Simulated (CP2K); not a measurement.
Consider methyl vinyl ether at its PBE geometry (Å).

```xyz
10

C     1.9098    0.0350   -0.4808
C     0.6957   -0.1517    0.0489
O    -0.4503    0.2863   -0.5663
C    -1.6461    0.1040    0.2082
H     2.0483    0.5601   -1.4242
H     2.7828   -0.3476    0.0411
H     0.5451   -0.6762    0.9978
H    -2.4796    0.4114   -0.4321
H    -1.6299    0.7309    1.1139
H    -1.7758   -0.9522    0.4934
```

Method: CP2K XAS_TDP, all-electron GAPW, PBEh(45%), aug-cc-pVDZ, TDA, no relativity.

**Question.** Predict the bright core excitations at the C K edge.

Leading lines: C1 281.25 eV, C2 282.71 eV and C4 284.91 eV. The leading line of an atom is its first one with 35 % of the strongest within 2.5 eV of its lowest line over the strength cut. 

The first six lines of each atom with a strength over 0.0015:

```tsv
atom	energy (eV)	states	strength, one atom
C1 (bonded to C and 2 H)	281.25	1	0.0449
	283.69	1	0.0064
	284.19	1	0.0112
	284.57	1	0.0032
	285.01	1	0.0029
	285.25	1	0.0048
C2 (bonded to C, O and H)	282.71	1	0.0592
	285.39	1	0.0203
	286.47	1	0.0031
	286.51	1	0.0038
	286.64	1	0.0104
	286.84	1	0.0022
C4 (bonded to O and 3 H)	284.91	1	0.0349
	285.41	1	0.0046
	285.67	1	0.0206
	285.97	1	0.0233
	286.62	1	0.0033
	286.94	1	0.0043
```

Lines are vertical, at one geometry, with no vibrational structure. Without a correction of the core level, line positions, and the gaps between valence and Rydberg lines, follow the share of exact exchange. At this level such K lines come out 3 to 6 eV under measured ones. These values hold no scalar relativity, about 0.1 eV for C 1s. Rydberg lines, and the discretised continuum above threshold, depend on the basis and the box.

[Banner, clock and machine lines of the logs are left out without a mark of their own.]

[Logs are printed without paths, hosts, clocks, repeated set-up lines and the standing remarks that a program may print on its own settings, such as how far it seeks lower states.]

[Hosts, paths, dates, database ids (printed as entryN), source tags and the programs' standing remarks are cut or masked in the printed files.]
